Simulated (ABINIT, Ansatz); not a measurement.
# Ba2IBrF2 (P4mm): G0W0 on several meshes in ABINIT, part 2 of 2

Wanted: mesh dependence and cost of G0W0 for Ba2IBrF2 (P4mm).

ABINIT 10.8.3; PBEsol and many-body steps on it, plane waves. Known limits of the many-body steps: not at the basis limit; no spin-orbit coupling; coarse k mesh.

So far. Step 4 (2×2×1): The gap on the mesh goes from 4.25 eV to 6.17 eV, a correction of +1.92 eV. Step 5 (Empty states on the mesh, 4×4×2 mesh, 149 bands): On this mesh the gap is 4.250 eV.

**6. Screening, 4×4×2 mesh, 137 bands, screening to 114.3 eV**

This step: RPA screening on PBEsol, plane waves, norm-conserving pseudopotentials.

Contents of run.abi:

```
acell 3*1.0 Angstrom
rprim 
  4.623364000000 0.000000000000 0.000000000000
  0.000000000000 4.623364000000 0.000000000000
  0.000000000000 0.000000000000 7.991386000000
ntypat 4
znucl 56 53 35 9
natom 6
typat 1 1 2 3 4 4
xred 
  0.500000000000 0.500000000000 0.827396000000
  0.000000000000 0.000000000000 0.185191000000
  0.000000000000 0.000000000000 0.641387000000
  0.500000000000 0.500000000000 0.340098000000
  0.500000000000 0.000000000000 0.002964000000
  0.000000000000 0.500000000000 0.002964000000
pp_dirpath "pseudos"
pseudos "Ba.upf, I.upf, Br.upf, F.upf"
ecut 36
ngkpt 4 4 2
nshiftk 1
shiftk 0 0 0
kptopt 1
chksymbreak 0
istwfk *1
occopt 1
irdwfk 1
optdriver 3
nband 137
ecuteps 4.2
inclvkb 2
awtr 1
symchi 1
indata_prefix "in"
outdata_prefix "out"
tmpdata_prefix "tmp"
```

Launch:

```sh
$ OMP_NUM_THREADS=1 mpirun -n 4 abinit run.abi > log
```

Numbers of over 12 decimals in the logs are rounded to 6 here.

Output:

```text
.Version 10.8.3 of ABINIT. v10.8.2 released Aug 2026.

 Symmetries : space group P4 m m (# 99); Bravais tP (primitive tetrag.)
[... echo of the input left out ...]
== DATASET  1 ==================================================================
-   mpi_nproc: 4, omp_nthreads: 1 (-1 if OMP is not activated)

--- !DatasetInfo
iteration_state: {dtset: 1, }
dimensions: {natom: 6, nkpt: 12, mband: 137, nsppol: 1, nspinor: 1, nspden: 1, mpw: 11965, }
cutoff_energies: {ecut:  36.0, pawecutdg:  -1.0, }
electrons: {nelect:   4.80000000E+01, charge:   0.00000000E+00, occopt:   1.00000000E+00, tsmear:   1.00000000E-02, }

 SCREENING: Calculation of the susceptibility and dielectric matrices

 Based on a program developped by R.W. Godby, V. Olevano, G. Onida, and L. Reining.
 Incorporated in ABINIT by V. Olevano, G.-M. Rignanese, and M. Torrent.
.Using double precision arithmetic ; gwpc =  8

[... cell and pseudopotentials left out ...]
--------------------------------------------------------------------------------

 ==== K-mesh for the wavefunctions ====
 Number of points in the irreducible wedge :    12
[... list of points left out ...]
 Together with  8 symmetry operations and time-reversal symmetry
 yields    32 points in the full Brillouin Zone.

 ==== Q-mesh for the screening function ====
 Number of points in the irreducible wedge :    12
[... list of points left out ...]
 Together with  8 symmetry operations and time-reversal symmetry
 yields    32 points in the full Brillouin Zone.

 setmesh: FFT mesh size selected  =    32x   32x   60
          total number of points  =        61440

 vcoul_init : cutoff-mode = AUXILIARY_FUNCTION
 q-points for optical limit:   1
     1)      0.000010    0.000020    0.000030

- screening: taking advantage of time-reversal symmetry
- Maximum band index for partially occupied states nbvw = 24
- Remaining bands to be divided among processors   nbcw = 113
- Number of bands treated by each node ~28

 Number of electrons calculated from density =   48.0000; Expected =   48.0000
 average of density, n =  0.041640
 r_s =    1.7898
 omega_plasma =   19.6838 [eV]

 calculating chi0 at frequencies [eV] :
  1    0.000000E+00    0.000000E+00
  2    0.000000E+00    1.968379E+01

--------------------------------------------------------------------------------
  q-point number  1        q = ( 0.000000, 0.000000, 0.000000) [r.l.u.]
--------------------------------------------------------------------------------
[... chi0 elements left out ...]
 For q-point:  0.000010 0.000020 0.000030
  dielectric constant =   3.2423
  dielectric constant without local fields =   3.8158

  Average fulfillment of the sum rule on Im[epsilon] for q-point    1 :     67.15  [%]
[... wings left out ...]
  q-point number  2        q = ( 0.250000, 0.000000, 0.000000) [r.l.u.]
--------------------------------------------------------------------------------
[... chi0 elements left out ...]
  Average fulfillment of the sum rule on Im[epsilon] for q-point    2 :     75.95  [%]

 [... 10 further q-points ...]
```

Elapsed: 5.7 min, on 4 MPI ranks of Arm Neoverse V1, shared host; peak memory 3.4 GiB.

Numbers from this step:

| Property | Result |
| --- | --- |
| ε∞ with local fields, on this mesh, along the program's q direction | 3.242 |
| the same without local fields | 3.816 |
| plasma frequency | 19.68 eV |
| plane waves in the screening matrix | 461 |

**7. 4×4×2**

This step: G0W0 on PBEsol, plane waves, norm-conserving pseudopotentials.

Edit run.abi of step 6 so:

```diff
@@ -27,8 +27,15 @@
 irdwfk 1
-optdriver 3
+optdriver 4
 nband 137
+gwcalctyp 0
+ecutsigx 36
+symsigma 1
+nkptgw 1
+kptgw 
+  0.0000000000 0.0000000000 0.0000000000
+bdgw 
+  23 26
 ecuteps 4.2
-inclvkb 2
-awtr 1
-symchi 1
+irdscr 1
+ppmodel 1
 indata_prefix "in"
```

Output:

```text
.Version 10.8.3 of ABINIT. v10.8.2 released Aug 2026.

 Symmetries : space group P4 m m (# 99); Bravais tP (primitive tetrag.)
[... echo of the input left out ...]
== DATASET  1 ==================================================================
-   mpi_nproc: 4, omp_nthreads: 1 (-1 if OMP is not activated)

--- !DatasetInfo
iteration_state: {dtset: 1, }
dimensions: {natom: 6, nkpt: 12, mband: 137, nsppol: 1, nspinor: 1, nspden: 1, mpw: 11965, }
cutoff_energies: {ecut:  36.0, pawecutdg:  -1.0, }
electrons: {nelect:   4.80000000E+01, charge:   0.00000000E+00, occopt:   1.00000000E+00, tsmear:   1.00000000E-02, }

 SIGMA: Calculation of the GW corrections

 Based on a program developped by R.W. Godby, V. Olevano, G. Onida, and L. Reining.
 Incorporated in ABINIT by V. Olevano, G.-M. Rignanese, and M. Torrent.
.Using double precision arithmetic ; gwpc =  8

[... cell and pseudopotentials left out ...]
--------------------------------------------------------------------------------

 ==== K-mesh for the wavefunctions ====
 Number of points in the irreducible wedge :    12
[... list of points left out ...]
 Together with  8 symmetry operations and time-reversal symmetry
 yields    32 points in the full Brillouin Zone.

 ==== Q-mesh for screening function ====
 Number of points in the irreducible wedge :    12
[... list of points left out ...]
 Together with  8 symmetry operations and time-reversal symmetry
 yields    32 points in the full Brillouin Zone.

 vcoul_init : cutoff-mode = AUXILIARY_FUNCTION
 q-points for optical limit:   1
     1)      0.000010    0.000020    0.000030
 setmesh: FFT mesh size selected  =    48x   48x   81
          total number of points  =       186624

 Number of electrons calculated from density =   48.0000; Expected =   48.0000
[...]
number of k-points in IBZ                          12
 number of q-points in IBZ                          12
 number of symmetry operations                       8
 number of k-points in BZ                           32
 number of q-points in BZ                           32
 number of frequencies for dSigma/dE                 9
 frequency step for dSigma/dE [eV]                0.25
 number of omega for Sigma on real axis              0
 max omega for Sigma on real axis  [eV]           0.00
 zcut for avoiding poles [eV]                     0.10

 EPSILON^-1 parameters (SCR file):
 dimension of the eps^-1 matrix on file            461
 dimension of the eps^-1 matrix used               461
 number of plane-waves for wavefunctions         11965
 number of bands                                   137
 number of q-points in IBZ                          12
 number of frequencies                               2
 number of real frequencies                          1
 number of imag frequencies                          1

 matrix elements of self-energy operator (all in [eV])

 Perturbative Calculation

--- !SelfEnergy_ee
iteration_state: {dtset: 1, }
kpoint     : [   0.000,    0.000,    0.000, ]
spin       : 1
KS_gap     :    4.250
QP_gap     :    6.305
Delta_QP_KS:    2.055
data: !SigmaeeData |
     Band     E0 <VxcDFT>   SigX SigC(E0)      Z dSigC/dE  Sig(E)    E-E0       E
       23   2.397 -11.943 -15.148   1.944   0.827  -0.209 -12.985  -1.043   1.354
       24   2.397 -11.943 -15.148   1.944   0.827  -0.209 -12.985  -1.043   1.354
       25   6.647  -8.534  -4.317  -3.023   0.848  -0.179  -7.521   1.013   7.659
       26   6.953  -8.387  -4.079  -3.130   0.853  -0.173  -7.382   1.004   7.957

== END DATASET(S) ==============================================================
================================================================================

 -outvars: echo values of variables after computation  --------
           etotal      0.0000000000E+00
            nband         137
             nkpt          12
          spgroup          99
 [... the other variables as echoed above ...]

 Calculation completed.
```

Wall time 25 s (4 MPI ranks); peak memory 2.9 GiB.

Numbers from this step:

```yaml
g0w0_gap_on_the_points_computed: 6.305 eV
starting_gap_on_the_mesh: 4.250 eV
k_of_the_valence_top: 0, 0, 0
k_of_the_conduction_bottom: 0, 0, 0
z_at_the_valence_top: 0.827
z_at_the_conduction_bottom: 0.848
least_direct_g0w0_gap_on_the_computed_points: 6.305 eV
```

Against G0W0 in ABINIT (2×2×1 mesh, 137 bands, screening to 114.3 eV, Godby-Needs plasmon pole), the gap moves by +0.135 eV.

**8. The runs together**

Times are wall times on 4 MPI ranks of Arm Neoverse V1, shared host, good to a factor of about two. A run's time includes the screening step that it read.

| run | mesh | bands | screening cutoff (eV) | DFT gap (eV) | gap on the mesh (eV) | direct (eV) | ε∞ used | time |
| --- | --- | --- | --- | --- | --- | --- | --- | --- |
| 2×2×1 | 2×2×1 | 137 | 114.3 | 4.250 | 6.170 | 6.170 | 3.68 | 45 s |
| 4×4×2 | 4×4×2 | 137 | 114.3 | 4.250 | 6.305 | 6.305 | 3.24 | 6.1 min |

**9. Results**

| Item | Value |
| --- | --- |
| 2×2×1 | 6.170 eV |
| 4×4×2 | 6.305 eV |
| known limits | not at the basis limit; no spin-orbit coupling; coarse k mesh |

In words: 4×4×2: +0.135 eV against 2×2×1. Bands and cutoff are finite, so the gap is not at the basis limit. The miss can reach some tenths of an eV and take either sign; the mesh is an error of its own. In the first G0W0 run levels were corrected at 1 k point alone, so a gap called «on the mesh» is the least over those, and an edge elsewhere would be missed. The 2×2×1 mesh is coarse for this cell, which bears on the long-range parts of exchange and screening. The many-body steps are scalar-relativistic: spin-orbit coupling is not in them.

[Paths, hosts, dates, memory and timing lines, banners, echoed tables and standing remarks are left out of the program output.]

[Logs are printed without paths, hosts, clocks, repeated set-up lines and the standing remarks that a program may print on its own settings, such as how far it seeks lower states.]

[Runs of the session that timed out or met a known fault of the program may be left out.]

[No measured gap is set beside runs whose start may be inverted or whose files or cutoffs have a known fault.]

[Hosts, paths, dates, database ids (printed as entryN), source tags and the programs' standing remarks are cut or masked in the printed files.]

[G0W0 gaps are taken among the corrected bands and points alone; a level outside them can change the order at an edge.]

[Where Ansatz stands beside ABINIT at settings called matched, ABINIT's density can come from a denser mesh and the files from another edition; pairs whose starting gaps differed by over 0.03 eV were left out, so agreement reads better than it is.]
